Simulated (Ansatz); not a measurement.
# BiB (model cell, started as layered BN type): phonons and vibrational spectra, part 2 of 3

Task: relax BiB (model cell, started as layered BN type), then find its harmonic phonons.

Ansatz 0.2.0; DFT LDA, scalar-relativistic, plane waves, PAW.

So far. Step 4 (Relaxing to small forces for the phonons): The forces vanish by symmetry and the pressure is -0.005 GPa, within the tolerances set. The cell now holds 20.00 Å³/atom. The relaxed cell has a = 4.162, c = 5.333 Å (conventional setting).

The structure was built from a prototype and need not be the compound's stable phase.

## 5. Linear response at the zone centre

The zone centre comes first: it holds the modes that light can see, as far as symmetry allows. No field response is asked, since the mesh shows no gap.

input.yaml reads:

```yaml
crystal:
  lattice:
    - [4.1624801381, -2.9003e-06, 0.0]
    - [-2.0812375574, 3.6048149925, 0.0]
    - [0.0, 0.0, 5.3326373303]
  atoms:
    - { symbol: B, position: [0.3333333333, 0.6666666667, 0.25] }
    - { symbol: B, position: [0.6666666667, 0.3333333333, 0.75] }
    - { symbol: Bi, position: [0.6666666667, 0.3333333333, 0.25] }
    - { symbol: Bi, position: [0.3333333333, 0.6666666667, 0.75] }
kpoints:
  mp_grid: { grid: [12, 12, 8] }
hamiltonian:
  xc: lda
scf:
  occupations: { method: methfessel_paxton, width: 0.2 }
output:
  eigenvalues: true
phonons:
  method: dfpt
```

Launch:

```sh
$ ansatz run input.yaml --threads 4 --pin off --max-ram 7168MiB --backend cpu --events-out ev --progress --plain --runs-dir out
```

Numbers of over 12 decimals in the logs are rounded to 6 here.

What it wrote:

```text
[...]
Crystal: 4 atoms, lattice volume = 80.016 Å³
Basis set: ecut = 420 eV, 1559 PW (Γ), exchange–correlation on 60×60×72 points (8 copies of the dense FFT grid, shifted against one another)
Bands: 22, of which v1, the nominal top of the filled ones, is band 18 counted from 1 (17 counted from 0)
Symmetry: 24 space group operations
k-points: 320 of 1152 (irreducible under 2 space group operations, time reversal used)
[...]
SCF iter   1: F=—  HF=-24466.469499 eV  |F-HF|=—  |Δ(HF+E_count)|=         —  Δρ=7.18e-3  dr2=5.84e-2  ethr=1.77e-3  ⟨swp⟩=5.1  Hψ=32650  notcnv=0
[...]
SCF iter   8: F=-24466.452025 eV  HF=-24466.452025 eV  |F-HF|=7.28e-12  |Δ(HF+E_count)|=  1.46e-10  S|Δr|=    0.00e0  Δρ=1.51e-8  dr2=1.62e-13  ethr=1.00e-12  ⟨swp⟩=6.3  Hψ=36473  notcnv=0
SCF 1 converged in 8 iterations: F = -24466.452025 eV  dr2 = 1.62e-13
[...]
DFPT response loops at Γ: preconditioner auto → Kerker (q_TF=auto, 2.388 Å⁻¹) (partly filled bands, converged f_vac=0.012); β = 1.00, the filter's whole step (`scf.mixing.beta` (0.50) is not read by the response loops under this deck's `scf.mixing.preconditioner`; to damp them name `kerker` or `kerker_dos`, under which they read `scf.mixing.beta`, and type it under 1.00, their step now; both keys bind the ground state too); Broyden in place of MSR1
SCF converged after 8 iterations
[...]
Free energy (F): -24466.452025 eV
[...]
Internal energy: -24466.453569 eV  (E = F + TS)
E sigma→0 (E₀):  -24466.452411 eV
Entropy (-TS):   0.001544 eV (0.386 meV/atom)
Fermi energy:    10.358807 eV
[...]
--- Band table (eV; the first three rows and the last of 320) ---
  k-point 0: bands = [... 14 lower, 7.7741, 7.7741, 10.3778, 10.3778, 10.8010, 11.1391, 12.4827, 12.4827]
  k-point 1: bands = [... 14 lower, 7.8502, 7.8502, 9.9679, 10.2444, 10.2444, 12.0360, 12.5391, 12.5391]
  k-point 2: bands = [... 14 lower, 8.0733, 8.0733, 9.1053, 9.8840, 9.8840, 12.6723, 12.7266, 12.7266]
  k-point 319: bands = [... 14 lower, 6.3427, 6.3427, 11.1147, 11.1147, 12.1747, 12.1747, 13.9036, 13.9036]
--- Phonons (Γ-DFPT): 4 representative perturbations + reference, on 320 of 1152 k-points (Σ response iterations 12) ---
  k mesh reduced under 2 symmetry operations, with k and −k counted as one. Each operation leaves every solved perturbation unchanged. A smaller set is not used because it would not reduce the number of displacements times k-points to solve
  ASR residual: 1.210e-5 → 0.000e0 eV/Å²; symmetrization residual: 8.945e-5 eV/Å²
  ASR residual per site (eV/Å²): 1.21e-5 1.21e-5 1.04e-5 1.04e-5
  Γ frequencies (cm⁻¹): -135.13 -90.36 0.00 0.00 0.00 76.02 76.02 144.45 459.60 459.60 475.55 475.55
  non-analytic LO–TO correction: not included (Born effective charges unavailable; polar crystals: no LO–TO splitting at Γ)
```

The job ended after 33 s (4 threads of Intel Xeon 6975P-C (Granite Rapids), shared host; peak memory 2.4 GiB).

In the SCF lines HF is the Harris–Foulkes energy and dr2 the Hartree energy of the density residual, in eV; the loop may stop once dr2 is under the threshold and the program's other checks hold. Hψ counts applications of the Hamiltonian.

Numbers from this step:

| Quantity | Value |
| --- | --- |
| sum-rule residual before enforcement | 1.21e-5 eV/Å² |
| point group | 6/mmm |
| highest optical mode at the zone centre (no LO-TO term) | 475.6 cm⁻¹ |
| lowest optical zone-centre mode | -135.1 cm⁻¹ |

Patterns of degenerate modes are one choice out of their space. Modes at Γ, with each element's share of the kinetic energy (negative means imaginary):

```
mode  frequency (cm⁻¹)  symmetry  B %  Bi %
   1            -135.1       A2u   95     5
   2             -90.4       B1g   51    49
   3               0.0  acoustic    5    95
   4               0.0  acoustic    5    95
   5               0.0  acoustic    5    95
   6              76.0       E2g    4    96
   7              76.0       E2g    4    96
   8             144.4       B1g   49    51
   9             459.6       E1u   95     5
  10             459.6       E1u   95     5
  11             475.6       E2g   96     4
  12             475.6       E2g   96     4
```

Displacements in mode 1 (-135.1 cm⁻¹), the largest set to 1:
```
B1   0.00  0.00  1.00
B2   0.00  0.00  1.00
Bi3  0.00  0.00 -0.05
Bi4  0.00  0.00 -0.05
```

Displacements in mode 12 (475.6 cm⁻¹), the largest set to 1:
```
B1   1.00  0.00  0.00
B2  -1.00  0.00  0.00
Bi3 -0.04  0.00  0.00
Bi4  0.04  0.00  0.00
```

Before it was imposed, the acoustic sum rule was missed by 1.2e-5 eV/Å². Small misses are needed for a sound result but don't prove that mesh and cutoff are converged. The lowest optical mode is imaginary, 135.1i cm⁻¹, so the energy falls along it.

## 6. Response at finite wavevector

Stability and thermal properties need the whole zone. Linear response on a 3×3×2 q mesh gives force constants as far as a supercell of that size would.

Changes to input.yaml since step 5:

```diff
@@ -20 +20,9 @@
   method: dfpt
+  qmesh: [3, 3, 2]
+  temperatures: { t_max: 1000, t_step: 50 }
+  qpath:
+    path:
+      - [[0.0, 0.0, 0.0], [0.5, 0.0, 0.0], [0.33333333, 0.33333333, 0.0], [0.0, 0.0, 0.0], [0.0, 0.0, 0.5], [0.5, 0.0, 0.5], [0.33333333, 0.33333333, 0.5], [0.0, 0.0, 0.5]]
+      - [[0.5, 0.0, 0.5], [0.5, 0.0, 0.0]]
+      - [[0.33333333, 0.33333333, 0.5], [0.33333333, 0.33333333, 0.0]]
+    npoints: 10
```

What it wrote:

```text
Warning: phonons: the dynamical matrix that this run interpolates holds no multipole term above the dipole-dipole one, and a site of this crystal is no centre of inversion, so its interpolated transverse optical and acoustic branches and sound speeds can stay off near Gamma, and the density of states and the thermodynamics with them. What a run solves at a wave vector of phonons.qpoints, Gamma apart, where the deck admits one, is free of this, and under fd what a larger phonons.supercell samples
[...]
Crystal: 4 atoms, lattice volume = 80.016 Å³
Basis set: ecut = 420 eV, 1559 PW (Γ), exchange–correlation on 60×60×72 points (8 copies of the dense FFT grid, shifted against one another)
Bands: 22, of which v1, the nominal top of the filled ones, is band 18 counted from 1 (17 counted from 0)
Symmetry: 24 space group operations
k-points: 95 of 1152
[...]
SCF iter   1: F=—  HF=-24466.469335 eV  |F-HF|=—  |Δ(HF+E_count)|=         —  Δρ=7.19e-3  dr2=5.85e-2  ethr=1.77e-3  ⟨swp⟩=5.1  Hψ=9639  notcnv=0
[...]
SCF iter   8: F=-24466.452025 eV  HF=-24466.452025 eV  |F-HF|=3.64e-12  |Δ(HF+E_count)|=  1.75e-10  S|Δr|=    0.00e0  Δρ=6.82e-8  dr2=2.27e-12  ethr=1.00e-12  ⟨swp⟩=6.6  Hψ=11415  notcnv=0
SCF 1 converged in 8 iterations: F = -24466.452025 eV  dr2 = 2.27e-12
[...]
SCF iter   5: F=-24466.452025 eV  HF=-24466.452025 eV  |F-HF|=3.64e-12  |Δ(HF+E_count)|=  7.28e-12  S|Δr|=    0.00e0  Δρ=1.06e-7  dr2=8.26e-12  ethr=1.00e-12  ⟨swp⟩=2.0  Hψ=4937  notcnv=0
SCF 2 converged in 5 iterations: F = -24466.452025 eV  dr2 = 8.26e-12
phonons: the bands overlap, so this run is a metal and interpolates without the dipole-dipole term. If the crystal is really an insulator or semiconductor, its LO-TO splitting is missing
NSCF: frozen V_eff on 95 k-points
[...]
DFPT response loops at q = (0, 0, 0) (fractional): preconditioner auto → Kerker (q_TF=auto, 2.388 Å⁻¹) (partly filled bands, converged f_vac=0.012); β = 1.00, the filter's whole step (`scf.mixing.beta` (0.50) is not read by the response loops under this deck's `scf.mixing.preconditioner`; to damp them name `kerker` or `kerker_dos`, under which they read `scf.mixing.beta`, and type it under 1.00, their step now; both keys bind the ground state too); Broyden in place of MSR1
[...]
SCF converged after 8 iterations
[...]
Free energy (F): -24466.452025 eV
[...]
Internal energy: -24466.453569 eV  (E = F + TS)
E sigma→0 (E₀):  -24466.452411 eV
Entropy (-TS):   0.001544 eV (0.386 meV/atom)
Fermi energy:    10.358807 eV
[...]
--- Band table (eV; the first three rows and the last of 95) ---
  k-point 0: bands = [... 14 lower, 7.7741, 7.7741, 10.3778, 10.3778, 10.8010, 11.1391, 12.4827, 12.4827]
  k-point 1: bands = [... 14 lower, 7.8502, 7.8502, 9.9679, 10.2444, 10.2444, 12.0360, 12.5391, 12.5391]
  k-point 2: bands = [... 14 lower, 8.0733, 8.0733, 9.1053, 9.8840, 9.8840, 12.6723, 12.7266, 12.7266]
  k-point 94: bands = [... 14 lower, 5.8673, 5.8673, 11.4893, 11.4893, 12.5282, 12.5282, 13.8387, 13.8387]
--- Phonons (Γ-DFPT): 4 representative perturbations + reference (Σ response iterations 12) ---
  ASR residual: 5.069e-5 → 0.000e0 eV/Å²; symmetrization residual: 4.050e-6 eV/Å²
  ASR residual per site (eV/Å²): 7.87e-6 7.87e-6 5.07e-5 5.07e-5
[...]
--- Phonons (arbitrary-q DFPT): 6 irreducible q on the 3×3×2 mesh ---
  q = [0.0000, 0.0000, 0.0000] (star 1, of the zone-centre solve; hermiticity 8.71e-7, symmetrization 3.02e-8): -135.13 -90.36 -0.00 0.00 0.00 76.02 76.02 144.45 459.60 459.60 475.55 475.55
  q = [0.0000, 0.0000, -0.5000] (star 1, 4 solved perturbations in 930 linear systems a pass and spin channel, the states on 370 of 1152 k-point pairs; hermiticity 7.81e-7, symmetrization 7.81e-8): 50.02 50.02 50.02 50.02 69.82 69.82 278.31 278.31 466.70 466.70 466.70 466.70
[...]
sum rule: each row above includes the acoustic sum rule's correction from the zone centre's row sums; it moved no ω² by more than (0.44 cm⁻¹)²
  mesh force constants: q→R imaginary residual 1.30e-16; ASR residual 5.069e-5 → 0.000e0 eV/Å²; symmetrization residual 7.105e-15 eV/Å²
  interpolated dispersion: 93 rows × 12 modes
  density of states and harmonic sums: on the 18×18×12 q-mesh, interpolated from the force constants of a 3×3×2 supercell (no non-analytic term)
  largest difference from the sums on the solved wave vectors: F 4.73e-2 eV, S 5.88e-5 and C_V 1.31e-5 eV/K
  zero-point energy: 0.149044 eV/cell   skipped modes (ω ≤ 0): 266, of them read as no rigid motion or as one in doubt: 263 (1.031e0 modes/cell left out, lowest -135.13 cm⁻¹)   left out of the sums: 8.60e-2 of the cell's modes: C_V's classical limit lies that fraction below 3 k_B per atom; for a crystal, a wire or a layer, F and S can be off by more, and a phonons.interpolated_qmesh denser along its periods is the remedy for the sampling
```

Run time: 4.7 min. Hardware: 4 threads; peak memory 3.6 GiB; 18 min of CPU time.

Numbers from this step:

```
sum-rule residual before enforcement                    : 5.07e-5 eV/Å²
lowest frequency on the path                            : -135.1 cm⁻¹
highest frequency on the path or at a solved wavevector : 475.6 cm⁻¹
lowest mode on the q mesh (acoustic modes at Γ apart)   : -135.1 cm⁻¹
```

Frequencies (cm⁻¹) solved at each irreducible wavevector; negative means imaginary. Frequencies by wavevector, by row:

```
q in reciprocal lattice units  star  mode 1  mode 2  mode 3  mode 4  mode 10  mode 11  mode 12
                        0 0 0     1  -135.1   -90.4       0       0    459.6    475.6    475.6
                     0 0 -0.5     1      50      50      50      50    466.7    466.7    466.7
                   0 0.3333 0     6  -112.2   -63.4    29.1    74.8    415.2    448.7    449.2
                0 0.3333 -0.5     6    46.3    46.3    63.2    63.2    429.8    439.9    439.9
              0.3333 0.3333 0     2  -114.7  -114.7    60.4    96.5    382.3    415.6    442.8
           0.3333 0.3333 -0.5     2    34.5    34.5    89.6    89.6    405.6    440.5    440.5
```

Interpolated from a 3×3×2 q mesh. The phonon branches at the labelled points (cm⁻¹):

```
    point  branch 1  branch 2  branch 3  branch 4  branch 9  branch 10  branch 11  branch 12
        Γ      -135       -90         0         0       460        460        476        476
  halfway      -118       -61        30        55       426        428        461        461
        M      -100       -86        20        82       392        404        434        434
  halfway      -106      -103        43        88       382        408        412        444
        K      -115      -115        60        96       382        382        416        443
  halfway      -116       -64        39        64       416        424        447        462
        Γ      -135       -90         0         0       460        460        476        476
  halfway        24        25        25        67       462        462        473        473
        A        50        50        50        50       467        467        467        467
  halfway        49        49        61        61       442        442        449        449
        L        44        44        62        62       419        419        431        431
  halfway        38        38        76        76       411        411        437        437
        H        34        34        90        90       406        406        440        440
  halfway        46        46        67        67       434        434        447        447
        A        50        50        50        50       467        467        467        467
jump to L        44        44        62        62       419        419        431        431
  halfway       -31       -16        39        77       407        408        430        436
        M      -100       -86        20        82       392        404        434        434
jump to H        34        34        90        90       406        406        440        440
  halfway       -53       -53        71       101       394        394        425        444
        K      -115      -115        60        96       382        382        416        443
```

(Part 2 of 3 ends here.)

[Logs are printed without paths, hosts, clocks, repeated set-up lines and the standing remarks that a program may print on its own settings, such as how far it seeks lower states.]

[Hosts, paths, dates, database ids (printed as entryN), source tags and the programs' standing remarks are cut or masked in the printed files.]
